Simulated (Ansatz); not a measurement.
Rows from a G0W0 calculation on LiMgBN2 (I-4m2) (Ansatz 0.2.0; G0W0 on PBE, plane waves, PAW; PAW set soft_1; 6×6×6 mesh, 238 empty bands, screening to 138 eV, PAW set soft_1 files), in eV. Spin-orbit coupling is left out.

```
row                         k  band  start       Σx  Σc at the solution      Vxc
  A                         Γ    v1  1.755  -19.787               2.927  -15.507
  B  (-0.500, -0.500, -0.500)    c2  9.444   -6.361              -3.865  -11.051
  C                         Γ    c2  9.188   -3.804              -3.704   -8.145
  D  (-0.500, -0.500, -0.500)    c1  6.650   -5.080              -3.199   -8.763
  E  (-0.500, -0.500, -0.500)    v1  3.106  -20.697               2.535  -16.994
  F                         Γ    c1  5.709   -5.369              -3.196   -9.058
```

Q: Work out each quasiparticle level and how far it moved.

The quasiparticle equation reads E = start + Σx + Σc(E) − Vxc.

```
row  E (eV)  shift (eV)
  A   0.401      −1.354
  B  10.269      +0.825
  C   9.825      +0.637
  D   7.134      +0.484
  E   1.938      −1.168
  F   6.201      +0.492
```

Limits: not at the basis limit.

[Paths, hosts, dates, memory and timing lines, banners, echoed tables and standing remarks are left out of the program output.]

[Logs are printed without paths, hosts, clocks, repeated set-up lines and the standing remarks that a program may print on its own settings, such as how far it seeks lower states.]

[Runs of the session that timed out or met a known fault of the program may be left out.]

[Cells called generated may have been cut or substituted from an entry of the Crystallography Open Database or the Materials Project.]

[Hosts, paths, dates, database ids (printed as entryN), source tags and the programs' standing remarks are cut or masked in the printed files.]
